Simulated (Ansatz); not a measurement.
# 3-layer 1T-VSSe (AA) in a perpendicular field, part 2 of 3

Aim: how the 3-layer 1T-VSSe (AA) screens a field along its normal, and what the field does to its bands. A positive field points along +c.

Ansatz 0.2.0; plane-wave DFT, LDA+U, Ansatz PAW.

So far. Step 2 (Relaxation): The lattice constant a goes from 3.250 to 3.329 Å.

**3. Single point, field 0**

A sawtooth potential applies the field, turning back in the middle of the vacuum. With the dipole correction the typed value is the field outside the slab. The induced dipole is small, so the SCF threshold is tight.

The cell differs from the one that the last finished run ended in (c 63.398 → 32.640 Å).

input.yaml reads:

```yaml
crystal:
  lattice:
    - [3.328875269, 0.0, 0.0]
    - [-1.6644376345, 2.882890549, 0.0]
    - [0.0, 0.0, 32.6403892701]
  atoms:
    - { symbol: Se, position: [0.6666666667, 0.3333333333, 0.2757320057], spin: -0.2 }
    - { symbol: V, position: [0.0, 0.0, 0.3270059935], spin: 1.59 }
    - { symbol: S, position: [0.3333333333, 0.6666666667, 0.367913076], spin: -0.16 }
    - { symbol: Se, position: [0.6666666667, 0.3333333333, 0.4542840836], spin: -0.21 }
    - { symbol: V, position: [0.0, 0.0, 0.5052562717], spin: 1.58 }
    - { symbol: S, position: [0.3333333333, 0.6666666667, 0.5462279244], spin: -0.17 }
    - { symbol: Se, position: [0.6666666667, 0.3333333333, 0.6323375677], spin: -0.22 }
    - { symbol: V, position: [0.0, 0.0, 0.6833941515], spin: 1.57 }
    - { symbol: S, position: [0.3333333333, 0.6666666667, 0.7242679943], spin: -0.16 }
magnetization:
  spin_polarized: true
kpoints:
  mp_grid: { grid: [18, 18, 1] }
  band_path:
    path: [[0, 0, 0], [0.5, 0, 0], [0.33333333, 0.33333333, 0], [0, 0, 0]]
    npoints: 16
hamiltonian:
  xc: lda
  hubbard: { sites: [{ species: V, l: d, u_eff: 4.0 }] }
scf:
  occupations: { method: fermi_dirac, width: 0.05 }
  convergence: { dr2_threshold: 1.0e-10 }
efield:
  axis: 3
  dipole_correction: true
  ramp_position: 0.97
  ramp_width: 0.06
  amplitude: 0
output:
  dos: { projected: true, e_range: [-6, 5] }
  bader: true
  write_potential: true
  write_density: true
  volumetric_format: npy
  elf: true
```

The run is started by

```console
$ ansatz run input.yaml --threads 8 --pin off --max-ram 12288MiB --backend cpu --events-out ev --progress --plain --runs-dir out
```

Numbers of over 12 decimals in the logs are rounded to 6 here.

What it wrote:

```text
[...]
Crystal: 9 atoms, lattice volume = 313.243 Å³
Basis set: ecut = 420 eV, 6205 PW (Γ)
Bands: 67, of which v1, the nominal top of the filled ones, is band 53 counted from 1 (52 counted from 0)
Symmetry: 6 space group operations
k-points: 37 of 324 (time reversal used)
[...]
Starting moments: Σ|m| = 5.86 μB on 9 of 9 sites
[...]
SCF iter   1: F=—  HF=-27334.954627 eV  |F-HF|=—  |Δ(HF+E_count)|=         —  Δρ=3.05e-2 (↑3.05e-2 ↓2.14e-2)  dr2=7.18e0  dr2_m=5.68e-1  M=3.190 μB ∫|m|=5.619 μB  β_m=0.30  ethr=3.10e-3  p=-0.000 e·Å  D=-9.05e-7 V/Å  ΔV_dip=0.00 eV  dr2_dipole=1.15e-1  V_vac-E_F(+/−)=6.66/6.66 eV  ⟨swp⟩=8.8  Hψ=21249  notcnv=0  defer=10
efield: sawtooth ramp at fractional position 0.9700 (set: `efield.ramp_position`, or a place that a band, a saddle search or an elastic batch's reference lends), width 0.0600; the density the first Hamiltonian is built on has a dipole p = -0.000 e·Å; the dipole correction subtracts the counter field D = -9.05e-7 V/Å, which shifts the + side's vacuum level by +0.00 eV against the − side's; the planar-averaged density in the ramp window peaks in size at 6.4e-6 e/Å³
[...]
SCF iter   2: F=—  HF=-27334.309163 eV  |F-HF|=—  |Δ(HF+E_count)|=   6.45e-1  Δρ=1.47e-2 (↑1.47e-2 ↓1.29e-2)  dr2=4.51e0  dr2_m=2.58e-1  M=3.745 μB ∫|m|=6.658 μB  β_m=1.00  ethr=3.10e-3  p=-0.000 e·Å  D=-9.11e-7 V/Å  ΔV_dip=0.00 eV  dr2_dipole=5.80e-1  V_vac-E_F(+/−)=7.22/7.22 eV  ⟨swp⟩=2.7  Hψ=8105  notcnv=0  defer=296  κ⁻¹=1.0e0(r=1)
[...]
SCF iter   8: F=—  HF=-27403.643188 eV  |F-HF|=—  |Δ(HF+E_count)|=    6.93e1  Δρ=1.48e-1 (↑1.37e-1 ↓1.48e-1)  dr2=7.88e3  dr2_m=4.98e0  M=1.059 μB ∫|m|=1.940 μB  β_m=1.20  ethr=2.81e-3  p=-0.670 e·Å  D=-3.87e-1 V/Å  ΔV_dip=12.63 eV  dr2_dipole=6.33e3  V_vac-E_F(+/−)=9.77/-2.87 eV  ⟨swp⟩=13.8  Hψ=26720  notcnv=0  defer=378  κ⁻¹=1.0e0(r=1)
density mixer auto → broyden: no gap read (density of states about μ 1.47 of a free-electron gas's, 64 screened modes)
SCF iter   9: F=—  HF=-27339.217006 eV  |F-HF|=—  |Δ(HF+E_count)|=    6.44e1  Δρ=7.68e-2 (↑7.68e-2 ↓1.43e-2)  dr2=2.76e2  dr2_m=3.51e0  M=4.926 μB ∫|m|=6.935 μB  β_m=1.20  ethr=2.81e-3  p=0.104 e·Å  D=6.00e-2 V/Å  ΔV_dip=-1.96 eV  dr2_dipole=3.59e1  V_vac-E_F(+/−)=4.01/5.96 eV  ⟨swp⟩=4.6  Hψ=9952  notcnv=0  defer=309  κ⁻¹=4.8e-3(r=2)
[...]
SCF iter  94: F=-27334.945664 eV  HF=-27334.945664 eV  |F-HF|=2.00e-10  |Δ(HF+E_count)|=  6.44e-10  Δρ=3.10e-8 (↑3.10e-8 ↓1.06e-8)  dr2=2.94e-11  dr2_m=3.58e-13  M=4.168 μB ∫|m|=7.154 μB  ethr=1.00e-12  p=-0.022 e·Å  D=-1.26e-2 V/Å  ΔV_dip=0.41 eV  dr2_dipole=1.07e-11  V_vac-E_F(+/−)=6.35/5.94 eV  ⟨swp⟩=1.6  Hψ=10913  notcnv=0
SCF 1 converged in 94 iterations: F = -27334.945664 eV  dr2 = 2.94e-11
[...]
Symmetry: 2 space group operations
k-points: 91 of 324 (time reversal used)
[...]
SCF iter   1: F=—  HF=-27334.945664 eV  |F-HF|=—  |Δ(HF+E_count)|=         —  Δρ=3.09e-8 (↑3.09e-8 ↓1.05e-8)  dr2=2.92e-11  dr2_m=3.55e-13  M=4.168 μB ∫|m|=7.154 μB  ethr=1.00e-12  p=-0.022 e·Å  D=-1.26e-2 V/Å  ΔV_dip=0.41 eV  dr2_dipole=1.07e-11  V_vac-E_F(+/−)=6.35/5.94 eV  ⟨swp⟩=1.6  Hψ=56708  notcnv=0
efield: sawtooth ramp at fractional position 0.9700 (kept from the solve that this one continues, or follows in the run), width 0.0600; the density the first Hamiltonian is built on has a dipole p = -0.022 e·Å; the dipole correction subtracts the counter field D = -1.26e-2 V/Å, which shifts the + side's vacuum level by +0.41 eV against the − side's; the planar-averaged density in the ramp window peaks in size at 5.9e-6 e/Å³
[...]
SCF iter   2: F=—  HF=-27334.945553 eV  |F-HF|=—  |Δ(HF+E_count)|=   1.11e-4  Δρ=9.56e-5 (↑9.56e-5 ↓3.81e-5)  dr2=1.55e-4  dr2_m=3.46e-6  M=4.167 μB ∫|m|=7.152 μB  ethr=9.52e-7  p=-0.021 e·Å  D=-1.22e-2 V/Å  ΔV_dip=0.40 eV  dr2_dipole=3.73e-5  V_vac-E_F(+/−)=6.34/5.94 eV  ⟨swp⟩=1.0  Hψ=35580  notcnv=0
[...]
SCF iter   9: F=-27334.945664 eV  HF=-27334.945664 eV  |F-HF|=1.06e-10  |Δ(HF+E_count)|=  2.18e-11  Δρ=1.14e-8 (↑1.14e-8 ↓2.63e-9)  dr2=1.37e-11  dr2_m=7.69e-14  M=4.168 μB ∫|m|=7.154 μB  ethr=1.00e-12  p=-0.022 e·Å  D=-1.26e-2 V/Å  ΔV_dip=0.41 eV  dr2_dipole=9.01e-12  V_vac-E_F(+/−)=6.35/5.94 eV  ⟨swp⟩=1.0  Hψ=25116  notcnv=0
an SCF along what the orbitals of the run's state read of its open shells (or to have them read: on a GPU, or by another smearing), with 4 of the crystal's symmetry operations given up (91 k-points in place of 37), reached no lower state that the run goes on to. This is no proof of a minimum
[...]
this state was not tested for a lower state beside it, because the mixer in use, unlike msr1, does not test its closes by its own steps (another_mixer; see scf.mixing.algorithm and scf.lower_state_search)
NSCF: frozen V_eff on 49 k-points
[...]
SCF converged after 94 iterations
Magnetization: 4.1683 μB (54.5842 up, 50.4158 down)
Absolute magnetization: 7.1143 μB (∫|ρ↑−ρ↓|, with the PAW one-centre terms)
[...]
Per-site moments (μB) at R_I (Å): [(-0.196854, 1.051248), (1.597780, 0.965340), (-0.158319, 0.965340), (-0.213063, 1.048584), (1.580652, 0.965837), (-0.166608, 0.965837), (-0.217131, 1.049328), (1.568156, 0.965085), (-0.155675, 0.965085)]
Free energy (F): -27334.945664 eV
[...]
Internal energy: -27334.909179 eV  (E = F + TS)
E sigma→0 (E₀):  -27334.927422 eV
Entropy (-TS):   -0.036485 eV (-4.054 meV/atom)
Fermi energy:    2.123901 eV
Dipole field:    D = -0.012602 V/Å  (p = -0.021815 e·Å, saw-weighted, corrected)
Work function:   Φ+ = 6.3506 eV   Φ− = 5.9393 eV
Levels:          The Fermi level and band energies are counted from a zero that moves with the ramp; work functions are not
[...]
--- Band table (eV; the first three rows and the last of 74) ---
  k-point 0 ↑: bands = [... 49 lower, 0.8835, 1.7944, 3.1666, 3.1666, 3.2763, 3.2763, 3.3296, 3.3350, ... 10 higher]
  k-point 1 ↑: bands = [... 49 lower, 1.0139, 1.8380, 2.8255, 2.9269, 2.9789, 3.1583, 3.2711, 3.3349, ... 10 higher]
  k-point 2 ↑: bands = [... 49 lower, 1.2252, 1.9016, 2.2549, 2.3693, 2.4406, 3.1210, 3.2420, 3.3190, ... 10 higher]
  k-point 36 ↓: bands = [... 49 lower, 0.3683, 0.4728, 5.0163, 5.0406, 5.0582, 5.3901, 5.4654, 5.5462, ... 10 higher]
Occupation matrices written to <dir>
--- Bader charges: 9 sites ---
  site symbol  charge [e]  shift [e]    m [muB]
     0     Se     -0.5712     0.0002    -0.2338
     1      V      1.3319     0.0015     1.7947
     2      S     -0.7903     0.0012    -0.1322
     3     Se     -0.5404     0.0003    -0.2529
     4      V      1.3259     0.0015     1.7740
     5      S     -0.7838     0.0012    -0.1451
     6     Se     -0.5392     0.0003    -0.2591
     7      V      1.3351     0.0014     1.7598
     8      S     -0.7680     0.0012    -0.1370
  estimated error of the sums over rays = 5.2e-4 e
```

Run time: 12 min. Hardware: 8 threads of Arm Neoverse V2, shared host; peak memory 8.3 GiB; 90 min of CPU time.

This step gave:

| Item | Value |
| --- | --- |
| energy at zero smearing | -27334.9274 eV |
| total moment | 4.168 μB |
| work function, upper face | 6.351 eV |
| work function, lower face | 5.939 eV |
| dipole along the normal | -0.02182 e·Å |
| step between the vacuum levels | 0.4113 eV |

Running mean over a fixed 2.8 Å (it still follows the layers) of the planar mean; the ramp of the sawtooth is left out. The electron's electrostatic potential energy less the Fermi level by z:

| z (Å) | electron's electrostatic potential energy less the Fermi level (eV) |
| --- | --- |
| 3.5 | 5.94 |
| 4.0 | 5.94 |
| 4.5 | 5.94 |
| 5.0 | 5.94 |
| 5.5 | 5.93 |
| 6.0 | 5.89 |
| 6.5 | 5.72 |
| 7.0 | 4.92 |
| 7.5 | 3.28 |
| 8.0 | 1.44 |
| 8.5 | -0.372 |
| 9.0 | -2.38 |
| 9.5 | -4.50 |
| 10.0 | -5.64 |
| 10.5 | -6.23 |
| 11.0 | -6.54 |
| 11.5 | -5.87 |
| 12.0 | -3.81 |
| 12.5 | -1.64 |
| 13.0 | -0.424 |
| 13.5 | 0.163 |
| 14.0 | 0.0907 |
| 14.5 | -1.14 |
| 15.0 | -3.23 |
| 15.5 | -5.09 |
| 16.0 | -5.92 |
| 16.5 | -6.44 |
| 17.0 | -6.52 |
| 17.5 | -5.24 |
| 18.0 | -3.00 |
| 18.5 | -1.11 |
| 19.0 | -0.217 |
| 19.5 | 0.201 |
| 20.0 | -0.271 |
| 20.5 | -1.87 |
| 21.0 | -4.03 |
| 21.5 | -5.47 |
| 22.0 | -6.11 |
| 22.5 | -6.51 |
| 23.0 | -6.17 |
| 23.5 | -4.30 |
| 24.0 | -1.80 |
| 24.5 | 0.646 |
| 25.0 | 3.07 |
| 25.5 | 5.18 |
| 26.0 | 6.11 |
| 26.5 | 6.30 |
| 27.0 | 6.34 |
| 27.5 | 6.35 |
| 28.0 | 6.35 |
| 28.5 | 6.35 |
| 29.0 | 6.35 |

The density of states has structure finer than the step of the table below, so its rows give means over 0.25 eV, whole bins alone (the curve runs from -6 to 1.99 eV). Peaks (eV: height): total -4.320: 11.3, -2.770: 16.2, -2.440: 14.2, -2.330: 14.4, -1.860: 14.4, 1.580: 12.2, 1.640: 15.2; up -2.770: 10.5, -2.440: 9.32, -2.330: 8.28, -1.920: 8.40, 1.580: 12.2, 1.640: 15.2, 1.720: 9.35; down -3.850: 6.95, -2.770: 5.67, -2.330: 6.08, -2.140: 6.66, -2.030: 6.52, -1.810: 7.70, -1.620: 8.04.

Density of states against energy, zero at the Fermi level; means over each step; values in states/eV a cell:

| energy (eV) | total | up | down |
| --- | --- | --- | --- |
| -5.75 | 0.607 | 0.607 | 0 |
| -5.50 | 1.37 | 1.37 | 0 |
| -5.25 | 1.90 | 1.67 | 0.229 |
| -5.00 | 3.95 | 2.39 | 1.56 |
| -4.75 | 4.45 | 2.66 | 1.78 |
| -4.50 | 7.59 | 4.31 | 3.27 |
| -4.25 | 7.99 | 3.42 | 4.57 |
| -4.00 | 6.81 | 2.87 | 3.94 |
| -3.75 | 5.40 | 2.59 | 2.81 |
| -3.50 | 4.95 | 2.52 | 2.43 |
| -3.25 | 5.54 | 3.25 | 2.28 |
| -3.00 | 7.69 | 5.25 | 2.44 |
| -2.75 | 11.4 | 7.51 | 3.85 |
| -2.50 | 10.8 | 6.95 | 3.88 |
| -2.25 | 9.53 | 4.37 | 5.17 |
| -2.00 | 12.2 | 6.27 | 5.88 |
| -1.75 | 11.5 | 5.04 | 6.49 |
| -1.50 | 7.90 | 3.07 | 4.83 |
| -1.25 | 7.19 | 3.38 | 3.80 |
| -1.00 | 5.26 | 2.09 | 3.17 |
| -0.75 | 8.55 | 5.68 | 2.87 |
| -0.50 | 5.65 | 3.65 | 2.00 |
| -0.25 | 5.00 | 3.39 | 1.61 |
| 0.00 | 4.71 | 3.72 | 0.985 |
| 0.25 | 3.34 | 2.64 | 0.702 |
| 0.50 | 2.57 | 2.01 | 0.559 |
| 0.75 | 2.01 | 1.56 | 0.444 |
| 1.00 | 1.51 | 1.38 | 0.126 |
| 1.25 | 0.446 | 0.446 | 0 |
| 1.50 | 5.81 | 5.81 | 0 |
| 1.75 | 6.22 | 5.54 | 0.679 |

Projected DOS per atom over height of the atomic layer and energy from the Fermi level. Layers: Se V S Se V S Se V S from below.

Ten even steps from '_' (0.02 states/eV) to '@' (1.68 states/eV), each cell a mean:
```
..**____++____@@__
__%%____@@____++__
..____..____..____
..____::____::____
::....::....::....
----..----..----..
----::==--::----::
==++====**--++++==
++::--++::::++::--
**--++**--==**--++
%%@@##**%%****@@%%
##++****++##**++##
==**%%++##@@++%%%%
****##==++**==++**
--::------++--::++
==::--::..--::::==
++::**==..==++::**
++::##**::****::++
::::====::====::::
....::::..::::....
__________________
__________________
```
Columns: height of the atomic layer (Å) from 9 to 23.6 (not evenly spaced); rows upwards: energy from the Fermi level (eV) from -5.96 to 1.96.

Projected DOS per atom, spin up over height of the atomic layer and energy from the Fermi level. Layers: Se V S Se V S Se V S from below.

Ten even steps from '0' (0.02 states/eV) to '9' (1.68 states/eV), each cell a mean:
```
040030070
080090050
100000100
100100100
110111110
231221231
131131131
153152152
111111111
221221221
361251252
331331331
154265365
454243244
112123112
111111111
212111111
212212312
112212111
011111110
000000000
000000000
```
Columns: height of the atomic layer (Å) from 9 to 23.6 (not evenly spaced); rows upwards: energy from the Fermi level (eV) from -5.96 to 1.96.

Projected DOS per atom, spin down over height of the atomic layer and energy from the Fermi level. Layers: Se V S Se V S Se V S from below.

Ten even steps from '0' (0.00 states/eV) to '9' (1.03 states/eV), each cell a mean:
```
020030020
000000000
000000000
000000000
100100100
200200100
301301301
502512502
513512613
626625625
759648559
537538539
426426415
314315213
302203214
413202214
516415516
416617513
102313301
001201100
000000000
000000000
```
Columns: height of the atomic layer (Å) from 9 to 23.6 (not evenly spaced); rows upwards: energy from the Fermi level (eV) from -5.96 to 1.96.

Deep bands are left out, so band numbers here count from the lowest band kept and differ from the log's. Electronic bands along the path, in eV, zero at the Fermi level; # counts the bands kept:

```
  point  up #19  up #21  up #22  up #24  down #14  down #15  down #17  down #18
      Γ    1.04    1.15    1.15    1.21      0.89      1.00      1.06      1.06
halfway   -0.76   -0.30    0.65    0.89     -0.89     -0.47     -0.11     -0.03
      M   -0.81   -0.73   -0.28   -0.21     -1.63     -1.23     -0.67     -0.57
halfway   -0.55   -0.31   -0.22    0.05     -1.87     -1.80     -1.65     -1.38
      K   -0.45   -0.20   -0.20    0.05     -2.01     -1.87     -1.76     -1.65
halfway   -0.87   -0.68    0.34    0.63     -1.18     -1.11     -0.75     -0.49
      Γ    1.04    1.15    1.15    1.21      0.89      1.00      1.06      1.06
```

Spin density in the ca plane at fractional y = 0.000, with atoms of V within 0.2 Å of it.

Values in e/Å³, 5 rows by 16 columns, each cell a mean:
```
0.0 0.0 0.0 0.0 0.0 0.0 0.1 0.8 0.1 0.0 0.0 0.0 0.2 0.7 0.0 0.0
0.0 0.0 0.0 0.0 0.0 0.0 0.0 0.1 0.0 0.0 0.0 0.0 0.0 0.1 0.0 0.0
0.0 0.0 0.0 0.0 0.0 0.0 0.0 0.0 0.0 0.0 0.0 0.0 0.0 0.0 0.0 0.0
0.0 0.0 0.0 0.0 0.0 0.0 0.0 0.2 0.0 0.0 0.0 0.0 0.1 0.2 0.0 0.0
0.0 0.0 0.0 0.0 0.0 0.0 0.1 1.1 0.1 0.0 0.0 0.0 0.2 1.0 0.0 0.0
```
Columns run along c (16.0 Å, from fractional 0.10 to 0.59 of the cell), rows up along a (3.3 Å). Atoms in or near the plane, at fractional coordinates: V at (0.33, 0.00), V at (0.51, 0.00).

ELF of down spins in the ca plane at fractional y = 0.000, with atoms of V within 0.2 Å of it. It is the smooth field of the valence electrons, not physical close to the nuclei.

Values, 5 rows by 16 columns, each cell a mean:
```
0.00 0.00 0.00 0.00 0.00 0.02 0.13 0.25 0.46 0.49 0.19 0.05 0.14 0.23 0.55 0.40
0.00 0.00 0.00 0.00 0.01 0.13 0.54 0.67 0.27 0.34 0.69 0.21 0.49 0.66 0.21 0.42
0.00 0.00 0.00 0.00 0.01 0.23 0.69 0.74 0.40 0.53 0.79 0.28 0.60 0.73 0.33 0.62
0.00 0.00 0.00 0.00 0.00 0.08 0.41 0.58 0.26 0.30 0.57 0.15 0.39 0.56 0.24 0.34
0.00 0.00 0.00 0.00 0.00 0.01 0.07 0.15 0.53 0.56 0.10 0.03 0.08 0.14 0.63 0.46
```
Columns run along c (16.0 Å, from fractional 0.06 to 0.55 of the cell), rows up along a (3.3 Å). Atoms in or near the plane, at fractional coordinates: V at (0.33, 0.00), V at (0.51, 0.00).

ELF in the ca plane at fractional y = 0.000, with atoms of V within 0.2 Å of it. It is the smooth field of the valence electrons, not physical close to the nuclei.

Ten even steps from '0' (0.00) to '9' (0.77), each cell a mean:
```
00000000000000000012212899611100001121189961
00000000000000001234542466335420013454246632
00000000000000013678874212478851036887521237
00000000000000136899987323799973148998742369
00000000000000136899987424799983158998742479
00000000000000025788886212589962147888631258
00000000000000002356763333357641024676323334
00000000000000000123322798512210001332279851
00000000000000000001102899700100000111189971
```
Columns run along c (16.0 Å, from fractional 0.06 to 0.55 of the cell), rows up along a (3.3 Å). Atoms in or near the plane, at fractional coordinates: V at (0.33, 0.00), V at (0.51, 0.00).

The work function of the upper face is 6.35 eV.

**4. Single point, field 0.05 V/Å**

input.yaml, as its differences from that of step 3:

```diff
@@ -33,6 +33,4 @@
   ramp_width: 0.06
-  amplitude: 0
+  amplitude: 0.05
 output:
-  dos: { projected: true, e_range: [-6, 5] }
-  bader: true
   write_potential: true
@@ -40,2 +38 @@
   volumetric_format: npy
-  elf: true
```

What it wrote:

```text
[...]
Crystal: 9 atoms, lattice volume = 313.243 Å³
Basis set: ecut = 420 eV, 6205 PW (Γ)
Bands: 67, of which v1, the nominal top of the filled ones, is band 53 counted from 1 (52 counted from 0)
Symmetry: 6 space group operations
k-points: 37 of 324 (time reversal used)
[...]
Starting moments: Σ|m| = 5.86 μB on 9 of 9 sites
[...]
k-point 1 ↑: bands = [... 49 lower, 1.0112, 1.8358, 2.8236, 2.9252, 2.9772, 3.1564, 3.2689, 3.3330, ... 10 higher]
  k-point 2 ↑: bands = [... 49 lower, 1.2225, 1.8993, 2.2529, 2.3673, 2.4391, 3.1190, 3.2398, 3.3171, ... 10 higher]
  k-point 36 ↓: bands = [... 49 lower, 0.3652, 0.4731, 5.0145, 5.0383, 5.0565, 5.3877, 5.4623, 5.5438, ... 10 higher]
Occupation matrices written to <dir>
[key lines of the parts left out:]
SCF converged after 91 iterations
Magnetization: 4.1675 μB (54.5837 up, 50.4163 down)
Free energy (F): -27334.945684 eV
Fermi energy:    2.121998 eV
Dipole field:    D = 0.013074 V/Å  (p = 0.022632 e·Å, saw-weighted, corrected)
```

It took 11 min on 8 threads; peak memory 8.2 GiB; 90 min of CPU time.

The dipole is 0.0226 e·Å, 0.0444 e·Å from its value without field.

**5. Atoms held, field -0.05 V/Å**

input.yaml, as its differences from that of step 4:

```diff
@@ -33,3 +33,3 @@
   ramp_width: 0.06
-  amplitude: 0.05
+  amplitude: -0.05
 output:
```

What it wrote:

```text
[...]
Crystal: 9 atoms, lattice volume = 313.243 Å³
Basis set: ecut = 420 eV, 6205 PW (Γ)
Bands: 67, of which v1, the nominal top of the filled ones, is band 53 counted from 1 (52 counted from 0)
Symmetry: 6 space group operations
k-points: 37 of 324 (time reversal used)
[...]
Starting moments: Σ|m| = 5.86 μB on 9 of 9 sites
[...]
k-point 1 ↑: bands = [... 49 lower, 1.0165, 1.8402, 2.8274, 2.9284, 2.9805, 3.1602, 3.2731, 3.3366, ... 10 higher]
  k-point 2 ↑: bands = [... 49 lower, 1.2278, 1.9038, 2.2567, 2.3711, 2.4421, 3.1228, 3.2440, 3.3207, ... 10 higher]
  k-point 36 ↓: bands = [... 49 lower, 0.3714, 0.4725, 5.0180, 5.0428, 5.0597, 5.3924, 5.4684, 5.5485, ... 10 higher]
Occupation matrices written to <dir>
[key lines of the parts left out:]
SCF converged after 91 iterations
Magnetization: 4.1692 μB (54.5846 up, 50.4154 down)
Free energy (F): -27334.947866 eV
Fermi energy:    2.125689 eV
Dipole field:    D = -0.038279 V/Å  (p = -0.066264 e·Å, saw-weighted, corrected)
```

Elapsed: 11 min, on 8 threads; peak memory 8.2 GiB.

The dipole is -0.0663 e·Å, -0.0444 e·Å from its value without field.

**6. Single point, field 0.1 V/Å**

input.yaml, as its differences from that of step 5:

```diff
@@ -31,5 +31,5 @@
   dipole_correction: true
-  ramp_position: 0.97
-  ramp_width: 0.06
-  amplitude: -0.05
+  ramp_position: 0.9617
+  ramp_width: 0.072
+  amplitude: 0.1
 output:
```

What it wrote:

```text
[...]
Crystal: 9 atoms, lattice volume = 313.243 Å³
Basis set: ecut = 420 eV, 6205 PW (Γ)
Bands: 67, of which v1, the nominal top of the filled ones, is band 53 counted from 1 (52 counted from 0)
Symmetry: 6 space group operations
k-points: 37 of 324 (time reversal used)
[...]
Starting moments: Σ|m| = 5.86 μB on 9 of 9 sites
[...]
k-point 1 ↑: bands = [... 49 lower, 1.0130, 1.8380, 2.8261, 2.9280, 2.9800, 3.1589, 3.2712, 3.3357, ... 10 higher]
  k-point 2 ↑: bands = [... 49 lower, 1.2242, 1.9015, 2.2554, 2.3697, 2.4420, 3.1215, 3.2421, 3.3198, ... 10 higher]
  k-point 36 ↓: bands = [... 49 lower, 0.3665, 0.4779, 5.0172, 5.0404, 5.0593, 5.3897, 5.4637, 5.5459, ... 10 higher]
Occupation matrices written to <dir>
[key lines of the parts left out:]
SCF converged after 92 iterations
Magnetization: 4.1666 μB (54.5833 up, 50.4167 down)
Free energy (F): -27334.947927 eV
Fermi energy:    2.124577 eV
Dipole field:    D = 0.038748 V/Å  (p = 0.067077 e·Å, saw-weighted, corrected)
```

Run time: 11 min. Hardware: 8 threads; peak memory 8.3 GiB.

The dipole is 0.0671 e·Å, 0.0889 e·Å from its value without field.

[end of part 2 of 3]

[Logs are printed without paths, hosts, clocks, repeated set-up lines and the standing remarks that a program may print on its own settings, such as how far it seeks lower states.]

[Hosts, paths, dates, database ids (printed as entryN), source tags and the programs' standing remarks are cut or masked in the printed files.]

[Maps of the electrostatic potential energy from Ansatz leave out the sawtooth potential of an applied field or a dipole correction, so their vacuum need not be flat; planar profiles and work functions include it.]
